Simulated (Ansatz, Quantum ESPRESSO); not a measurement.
# CaC2 (R-3m): zone-centre phonons

Wanted: the vibrations of CaC2 (R-3m) at Γ, by two programs.

Calculated with Quantum ESPRESSO 7.5; DFT PBEsol, scalar-relativistic, plane waves, PseudoDojo norm-conserving pseudopotentials.

### Step 1. The structure

It takes space group R-3m (No. 166, trigonal). Conventional cell: a = 3.889 Å, b = 3.889 Å, c = 11.862 Å, α = 90.00°, β = 90.00°, γ = 120.00°. Nearest to Ca lie 6 C at 2.62 Å. Nearest to C lie 1 C at 1.26 Å and 3 Ca at 2.62 Å. Farther neighbours are not listed.

### Step 2. A probe with smearing

Before anything dear is run, a loose run with smearing shows whether this is a metal and how far the cell is from rest.

Contents of probe.in:

```
 &control
    calculation='scf',
    prefix='x',
    outdir='./tmp',
    pseudo_dir='./pseudo',
    tprnfor=.true.,
    tstress=.true.,
    verbosity='high',
 /
 &system
    ibrav=0,
    nat=3,
    ntyp=2,
    ecutwfc=74.0,
    occupations='smearing',
    smearing='gaussian',
    degauss=0.01,
 /
 &electrons
    conv_thr=1.0d-07,
    mixing_beta=0.7,
    electron_maxstep=100,
 /
ATOMIC_SPECIES
 Ca     40.0780  Ca.upf
 C      12.0110  C.upf
CELL_PARAMETERS angstrom
     1.944397980    1.122598700    3.953874780
    -1.944397980    1.122598700    3.953874780
     0.000000000   -2.245197400    3.953874780
ATOMIC_POSITIONS crystal
 Ca     0.000000000   0.000000000   0.000000000
 C      0.552915000   0.552915000   0.552915000
 C      0.447085000   0.447085000   0.447085000
K_POINTS automatic
 6 6 6 0 0 0
```

Started as:

```sh
> OMP_NUM_THREADS=1 mpirun -n 4 pw.x -nk 4 -in probe.in > probe.out
```

Output:

```text
[banners, grids, parts of the stress and lines that vanish by symmetry left out]
Program PWSCF v.7.5
     Message from routine setup:
     using ibrav=0 with symmetry is DISCOURAGED, use correct ibrav instead
[...]
kinetic-energy cutoff     =      74.0000  Ry
     charge density cutoff     =     296.0000  Ry
     scf convergence threshold =      1.0E-07
[...]
Exchange-correlation= PBESOL
                           (   1   4  10   8   0   0   0)
[...]
12 Sym. Ops., with inversion, found
[...]
(     0          1          0      )
                  (     0          0          1      )
[...]
(  0.0000000  1.0000000 -0.0000000 )
                  ( -0.0000000 -0.0000000  1.0000000 )
[...]
(    -1          0          0      )
                  (     0          0         -1      )
[...]
(     1          0          0      )
[...]
( -0.8660254 -0.5000000 -0.0000000 )
                  (  0.0000000  0.0000000  1.0000000 )
[...]
number of k points=    32  Gaussian smearing, width (Ry)=  0.0100
[...]
c_bands:  1 eigenvalues not converged
[...]
End of self-consistent calculation
[...]
the Fermi energy is     4.8739 ev
!    total energy              =    -101.27771466 Ry
[...]
convergence has been achieved in   8 iterations
[...]
atom    1 type  1   force =     0.00000000    0.00000000   -0.00000000
     atom    2 type  2   force =    -0.00000000    0.00000000    0.00792100
     atom    3 type  2   force =    -0.00000000   -0.00000000   -0.00792100
[...]
Total force =     0.011202     Total SCF correction =     0.000072
[...]
total   stress  (Ry/bohr**3)                   (kbar)     P=      -26.39
[...]
XML data file, charge density, pseudopotentials, collected wavefunctions

   JOB DONE.
```

It took 8.4 s on 4 MPI ranks of Intel Xeon 6975P-C (Granite Rapids), shared host.

This step gave:

```
volume per atom   : 17.26 Å³
pressure          : -2.639 GPa
gap on the k-mesh : 2.585 eV
```

A gap of 2.6 eV opens on this mesh, so the crystal is taken as an insulator; the start stands at -2.6 GPa.

### Step 3. Relaxation

Frequencies change by per cents with a per cent of volume, so the structure is first brought to rest at this level of theory.

Contents of relax.in:

```
 &control
    calculation='vc-relax',
    prefix='x',
    outdir='./tmp',
    pseudo_dir='./pseudo',
    tprnfor=.true.,
    tstress=.true.,
    forc_conv_thr=2.0d-05,
    etot_conv_thr=1.0d-07,
    nstep=40,
 /
 &system
    ibrav=0,
    nat=3,
    ntyp=2,
    ecutwfc=74.0,
    occupations='fixed',
    nbnd=11,
 /
 &electrons
    conv_thr=1.0d-11,
    mixing_beta=0.7,
    electron_maxstep=100,
 /
 &ions
 /
 &cell
    press_conv_thr=0.1,
 /
ATOMIC_SPECIES
 Ca     40.0780  Ca.upf
 C      12.0110  C.upf
CELL_PARAMETERS angstrom
     1.944397980    1.122598700    3.953874780
    -1.944397980    1.122598700    3.953874780
     0.000000000   -2.245197400    3.953874780
ATOMIC_POSITIONS crystal
 Ca     0.000000000   0.000000000   0.000000000
 C      0.552915000   0.552915000   0.552915000
 C      0.447085000   0.447085000   0.447085000
K_POINTS automatic
 6 6 6 0 0 0
```

Started as:

```sh
> OMP_NUM_THREADS=1 mpirun -n 4 pw.x -nk 4 -in relax.in > relax.out
```

Output:

```text
[banners, grids, parts of the stress and lines that vanish by symmetry left out]
[banner, memory and clock lines left out]
Program PWSCF v.7.5

[...]
kinetic-energy cutoff     =      74.0000  Ry
     charge density cutoff     =     296.0000  Ry
     scf convergence threshold =      1.0E-11
[...]
energy convergence thresh.=      1.0E-07
     force convergence thresh. =      2.0E-05
     press convergence thresh. =      1.0E-01
     Exchange-correlation= PBESOL
                           (   1   4  10   8   0   0   0)
[...]
12 Sym. Ops., with inversion, found
[...]
number of k points=    32
[...]
End of self-consistent calculation
[...]
highest occupied, lowest unoccupied level (ev):     4.2078    6.7929
!    total energy              =    -101.27771458 Ry
[...]
convergence has been achieved in  13 iterations
[...]
atom    1 type  1   force =    -0.00000000    0.00000000    0.00000000
     atom    2 type  2   force =    -0.00000000   -0.00000000    0.00793619
     atom    3 type  2   force =    -0.00000000    0.00000000   -0.00793619
     Total force =     0.011223     Total SCF correction =     0.000001
[...]
total   stress  (Ry/bohr**3)                   (kbar)     P=      -26.38
[...]
number of bfgs steps    =   0
[...]
CELL_PARAMETERS (angstrom)
[...]
ATOMIC_POSITIONS (crystal)
Ca              -0.0000000000        0.0000000000        0.0000000000
C                0.5532690537        0.5532690537        0.5532690537
C                0.4467309463        0.4467309463        0.4467309463
[...]
New effective cutoffs (rho, wfc):  298.84   74.73
[...]
End of self-consistent calculation
[...]
highest occupied, lowest unoccupied level (ev):     4.3395    6.8868
!    total energy              =    -101.27852181 Ry
[...]
convergence has been achieved in   9 iterations
[...]
atom    1 type  1   force =     0.00000000    0.00000000    0.00000000
     atom    2 type  2   force =    -0.00000000    0.00000000   -0.00642952
     atom    3 type  2   force =     0.00000000   -0.00000000    0.00642952
     Total force =     0.009093     Total SCF correction =     0.000001
[...]
total   stress  (Ry/bohr**3)                   (kbar)     P=      -23.50
[...]
number of bfgs steps    =   1
[...]
CELL_PARAMETERS (angstrom)
[...]
ATOMIC_POSITIONS (crystal)
Ca              -0.0000000000        0.0000000000        0.0000000000
[...]
New effective cutoffs (rho, wfc):  303.33   75.86
[...]
End of self-consistent calculation
[...]
highest occupied, lowest unoccupied level (ev):     4.5454    7.0780
!    total energy              =    -101.27927446 Ry
[...]
convergence has been achieved in   8 iterations
[...]
atom    1 type  1   force =    -0.00000000   -0.00000000   -0.00000000
     atom    2 type  2   force =    -0.00000000   -0.00000000    0.01396528
     atom    3 type  2   force =    -0.00000000    0.00000000   -0.01396528
     Total force =     0.019750     Total SCF correction =     0.000002
[...]
total   stress  (Ry/bohr**3)                   (kbar)     P=       -5.02
[...]
number of bfgs steps    =   2
[...]
CELL_PARAMETERS (angstrom)
[...]
ATOMIC_POSITIONS (crystal)
[...]
New effective cutoffs (rho, wfc):  307.33   76.88
[...]
End of self-consistent calculation
[...]
highest occupied, lowest unoccupied level (ev):     4.7301    7.2092
!    total energy              =    -101.27947775 Ry
[...]
convergence has been achieved in   9 iterations
[...]
atom    1 type  1   force =     0.00000000   -0.00000000   -0.00000000
     atom    2 type  2   force =     0.00000000    0.00000000   -0.00508118
     atom    3 type  2   force =     0.00000000   -0.00000000    0.00508118
     Total force =     0.007186     Total SCF correction =     0.000002
[...]
total   stress  (Ry/bohr**3)                   (kbar)     P=        0.37
[...]
number of bfgs steps    =   3
[...]
CELL_PARAMETERS (angstrom)
[...]
ATOMIC_POSITIONS (crystal)
[...]
New effective cutoffs (rho, wfc):  306.64   76.70
[...]
End of self-consistent calculation
[...]
highest occupied, lowest unoccupied level (ev):     4.6982    7.1885
!    total energy              =    -101.27949208 Ry
[...]
convergence has been achieved in   6 iterations
[...]
atom    1 type  1   force =    -0.00000000   -0.00000000    0.00000000
     atom    2 type  2   force =    -0.00000000   -0.00000000    0.00001100
     atom    3 type  2   force =    -0.00000000    0.00000000   -0.00001100
     Total force =     0.000016     Total SCF correction =     0.000004
[...]
total   stress  (Ry/bohr**3)                   (kbar)     P=       -0.02
[...]
number of bfgs steps    =   4
[...]
small trust_radius: resetting bfgs history
[...]
CELL_PARAMETERS (angstrom)
[...]
ATOMIC_POSITIONS (crystal)
[...]
New effective cutoffs (rho, wfc):  306.64   76.70
[...]
End of self-consistent calculation
[...]
highest occupied, lowest unoccupied level (ev):     4.6983    7.1886
!    total energy              =    -101.27949208 Ry
[...]
convergence has been achieved in   6 iterations
[...]
atom    1 type  1   force =     0.00000000    0.00000000    0.00000000
     atom    2 type  2   force =     0.00000000   -0.00000000   -0.00000681
     atom    3 type  2   force =    -0.00000000    0.00000000    0.00000681
     Total force =     0.000010     Total SCF correction =     0.000000
[...]
total   stress  (Ry/bohr**3)                   (kbar)     P=       -0.02
[...]
bfgs converged in   6 scf cycles and   5 bfgs steps
[...]
End of BFGS Geometry Optimization
     Final enthalpy           =    -101.2794920758 Ry
     File ./tmp/x.bfgs deleted, as requested
[...]
CELL_PARAMETERS (angstrom)
[...]
ATOMIC_POSITIONS (crystal)
[...]
C                0.5536894868        0.5536894868        0.5536894868
C                0.4463105132        0.4463105132        0.4463105132
[...]
Final scf calculation at the relaxed structure.
[...]
kinetic-energy cutoff     =      74.0000  Ry
     charge density cutoff     =     296.0000  Ry
     scf convergence threshold =      1.0E-13
[...]
press convergence thresh. =      1.0E-01
     Exchange-correlation= PBESOL
                           (   1   4  10   8   0   0   0)
[...]
12 Sym. Ops., with inversion, found
[...]
number of k points=    32
[...]
c_bands:  1 eigenvalues not converged
[...]
End of self-consistent calculation
[...]
highest occupied, lowest unoccupied level (ev):     4.6982    7.1887
!    total energy              =    -101.27926580 Ry
[...]
convergence has been achieved in  14 iterations
[...]
atom    1 type  1   force =     0.00000000    0.00000000   -0.00000000
     atom    2 type  2   force =    -0.00000000    0.00000000    0.00002139
     atom    3 type  2   force =     0.00000000   -0.00000000   -0.00002139
     Total force =     0.000030     Total SCF correction =     0.000000
[...]
total   stress  (Ry/bohr**3)                   (kbar)     P=       -0.86
[...]
XML data file, charge density, pseudopotentials, collected wavefunctions
```

It took 33 s on 4 MPI ranks.

The steps of the relaxation:

| step | energy less that of the first step (eV) | largest force (eV/Å) | pressure (GPa) | volume (Å³) |
| --- | --- | --- | --- | --- |
| 1 | 0.0000 | 0.2040 | -2.64 | 51.78 |
| 2 | -0.0110 | 0.1653 | -2.35 | 51.09 |
| 3 | -0.0212 | 0.3591 | -0.50 | 49.97 |
| 4 | -0.0240 | 0.1306 | 0.04 | 49.07 |
| 5 | -0.0242 | 0.0003 | 0.00 | 49.22 |
| 6 | -0.0242 | 0.0002 | 0.00 | 49.22 |
| 7 | -0.0211 | 0.0005 | -0.09 | 49.22 |

| conventional cell, symmetrised | before | after | change |
| --- | --- | --- | --- |
| a (Å) | 3.889 | 3.820 | -1.8 % |
| b (Å) | 3.889 | 3.820 | -1.8 % |
| c (Å) | 11.862 | 11.686 | -1.5 % |
| volume (Å³/atom) | 17.26 | 16.41 | -5.0 % |

Final coordinates:

```cif
data_structure
_symmetry_space_group_name_H-M 'P 1'
_symmetry_Int_Tables_number 1
_cell_length_a 4.4762
_cell_length_b 4.4762
_cell_length_c 4.4762
_cell_angle_alpha 50.512
_cell_angle_beta 50.512
_cell_angle_gamma 50.512
_cell_volume 49.22
loop_
_atom_site_label
_atom_site_type_symbol
_atom_site_fract_x
_atom_site_fract_y
_atom_site_fract_z
_atom_site_occupancy
Ca1 Ca 0.00000 0.00000 0.00000 1
C2 C 0.55369 0.55369 0.55369 1
C3 C 0.44631 0.44631 0.44631 1
```

The last row of the table of steps is pw.x's closing run on a basis chosen anew for the final cell, so its energy can jump.

This step gave:

* volume per atom: 16.41 Å³
* pressure: -0.08667 GPa
* gap on the k-mesh: 2.490 eV

The volume changes by -5.0 % from the cell with which this run began.

### Step 4. Self-consistent run for the response

Perturbation theory inherits every error of the wavefunctions, so the threshold is set near the limit of the arithmetic. With a gap, occupations are fixed, which also allows the response to an electric field.

Contents of scf.in:

```
 &control
    calculation='scf',
    prefix='x',
    outdir='./tmp',
    pseudo_dir='./pseudo',
    tprnfor=.true.,
    tstress=.true.,
 /
 &system
    ibrav=0,
    nat=3,
    ntyp=2,
    ecutwfc=74.0,
    occupations='fixed',
    nbnd=11,
 /
 &electrons
    conv_thr=1.0d-12,
    mixing_beta=0.7,
    electron_maxstep=100,
 /
ATOMIC_SPECIES
 Ca     40.0780  Ca.upf
 C      12.0110  C.upf
CELL_PARAMETERS angstrom
     1.909830515    1.102641162    3.895282102
    -1.909830515    1.102641162    3.895282102
     0.000000000   -2.205282324    3.895282102
ATOMIC_POSITIONS crystal
 Ca     0.000000000   0.000000000   0.000000000
 C      0.553689487   0.553689487   0.553689487
 C      0.446310513   0.446310513   0.446310513
K_POINTS automatic
 6 6 6 0 0 0
```

Started as:

```sh
> OMP_NUM_THREADS=1 mpirun -n 4 pw.x -nk 4 -in scf.in > scf.out
```

Output:

```text
[banners, grids, parts of the stress and lines that vanish by symmetry left out]
[banner, memory and clock lines left out]
Program PWSCF v.7.5

[...]
kinetic-energy cutoff     =      74.0000  Ry
     charge density cutoff     =     296.0000  Ry
     scf convergence threshold =      1.0E-12
[...]
Exchange-correlation= PBESOL
                           (   1   4  10   8   0   0   0)
[...]
12 Sym. Ops., with inversion, found
[...]
number of k points=    32
[...]
End of self-consistent calculation
[...]
highest occupied, lowest unoccupied level (ev):     4.6982    7.1887
!    total energy              =    -101.27926580 Ry
[...]
convergence has been achieved in  13 iterations
[...]
atom    1 type  1   force =    -0.00000000    0.00000000    0.00000000
     atom    2 type  2   force =     0.00000000    0.00000000    0.00002120
     atom    3 type  2   force =    -0.00000000   -0.00000000   -0.00002120
     Total force =     0.000030     Total SCF correction =     0.000001
[...]
total   stress  (Ry/bohr**3)                   (kbar)     P=       -0.86
[...]
XML data file, charge density, pseudopotentials, collected wavefunctions
```

Wall time 8.1 s (4 MPI ranks).

The cell stands at -0.087 GPa, close enough for phonons.

[end of part 1 of 3]

[Host names and launcher messages were left out of these logs when they were recorded.]

[Logs are printed without paths, hosts, clocks, repeated set-up lines and the standing remarks that a program may print on its own settings, such as how far it seeks lower states.]

[Hosts, paths, dates, database ids (printed as entryN), source tags and the programs' standing remarks are cut or masked in the printed files.]
